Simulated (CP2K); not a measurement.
Consider dimethyl sulfoxide at its PBE geometry (Å).

```xyz
10

C    -1.2776    0.1605   -0.4766
S    -0.0793   -1.0292    0.2131
C     1.3671    0.0785    0.1098
O    -0.4105   -1.1801    1.6674
H    -2.2573   -0.3303   -0.4443
H    -1.0122    0.3994   -1.5149
H    -1.2862    1.0625    0.1493
H     1.1662    0.9861    0.6940
H     2.2130   -0.4684    0.5428
H     1.5767    0.3211   -0.9406
```

Method: CP2K XAS_TDP, all-electron GAPW, PBEh(45%), aug-cc-pVDZ, TDA, GW2X-corrected core level, no relativity.

**Question.** Where do the C K-edge lines lie, and how strong are they?

Leading lines: C1 289.83 eV. The leading line of an atom is its first one with 35 % of the strongest within 2.5 eV of its lowest line over the strength cut. Core ionisation energies at this level: C1 292.71 eV.

The first six lines of each atom with a strength over 0.0015:

| atom | energy (eV) | states | strength, one atom | above the computed threshold |
| --- | --- | --- | --- | --- |
| C1 (bonded to S and 3 H), 2 alike | 289.83 | 1 | 0.0426 |  |
|  | 291.08 | 1 | 0.0232 |  |
|  | 291.19 | 1 | 0.0206 |  |
|  | 291.48 | 1 | 0.0032 |  |
|  | 292.04 | 1 | 0.0058 |  |
|  | 292.71 | 1 | 0.0017 |  |

Lines are vertical, at one geometry, with no vibrational structure. GW2X ionisation energies and lines can be off by 1 to 2 eV either way, and a good line position may hide errors that cancel. These values hold no scalar relativity, about 0.1 eV for C 1s. Rydberg lines, and the discretised continuum above threshold, depend on the basis and the box.

[Banner, clock and machine lines of the logs are left out without a mark of their own.]

[Logs are printed without paths, hosts, clocks, repeated set-up lines and the standing remarks that a program may print on its own settings, such as how far it seeks lower states.]

[Hosts, paths, dates, database ids (printed as entryN), source tags and the programs' standing remarks are cut or masked in the printed files.]
